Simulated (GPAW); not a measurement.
**MgO (Fm-3m): refractive index against wavelength**

The refractive index of MgO (Fm-3m) below the direct gap (4.74 eV on the mesh) is read from one computed spectrum, n = √(Re ε).

Symmetry: Fm-3m, No. 225, cubic system. The conventional cell has a = 4.217 Å, b = 4.217 Å, c = 4.217 Å, α = 90.00°, β = 90.00°, γ = 90.00°. Mg on site a has 6 O at 2.11 Å as nearest neighbours. O on site b is surrounded by 6 Mg at 2.11 Å.

Method: GPAW 26.7.0, PBE, RPA, k-mesh 19×19×19, local fields up to 60 eV, Lorentzian half width 0.2 eV.

Launch of the response step: `OMP_NUM_THREADS=1 python df.py`. The run took 1.8 min, its band step included, on 1 thread of Arm Neoverse N1, on a shared host.

```tsv
wavelength (nm)	photon energy E (eV)	n
850	1.459	1.7586
700	1.771	1.7649
633	1.959	1.7694
532	2.331	1.7802
450	2.755	1.7958
405	3.061	1.8098
365	3.397	?
```

In the single-oscillator model n² − 1 = E₀E_d/(E₀² − E²), so 1/(n² − 1) = E₀/E_d − E²/(E₀E_d) is linear in E².

Working, on the rows shown:

| x = E² (eV²) | y = 1/(n² − 1) |
| --- | --- |
| 2.12762 | 0.477858 |
| 3.13716 | 0.472842 |
| 3.83641 | 0.469313 |
| 5.43137 | 0.461018 |
| 7.59115 | 0.449459 |
| 9.37179 | 0.439488 |

Means: x̄ = 5.2493, ȳ = 0.46166. Σ(x − x̄)(y − ȳ) = -0.2051, Σ(x − x̄)² = 38.71. Slope = -0.2051 / 38.71 = -0.005297; intercept = ȳ − slope · x̄ = 0.48947. Turned back into n, the line misses the rows shown by at most 0.00048.

Question: Fill in the last column of the withheld row.

Answer: At x = 11.538 the line gives y = 0.42835, that is 1.8261. The run gave 1.8285, so the extrapolation is off by 0.0024, 3 % of the range in the table.

Refitted with all rows, the slope is -0.005418 and the intercept 0.48998. These give E₀ = √(intercept/−slope) = 9.51 eV and E_d = E₀/intercept = 19.4 eV; E₀ is 2.0 times the direct gap. The electronic limit at long wavelengths, without lattice vibrations, is n = √(1 + 1/intercept) = 1.744. The cell comes from an older database entry, whose edges can be off by a per cent or so. Excitons are left out; PBE gaps are as a rule too small. The values come from a sum over the points of one k-mesh and carry its error, which grows as the direct gap shrinks. This version of GPAW has incomplete matrix elements in the optical limit, which can lower ε − 1 by up to a tenth where first-row anions or d states rule. The local-field cutoff holds few shells of reciprocal vectors for this small cell, so ε∞ can read a few per cent high.

[Logs are printed without paths, hosts, clocks, repeated set-up lines and the standing remarks that a program may print on its own settings, such as how far it seeks lower states.]
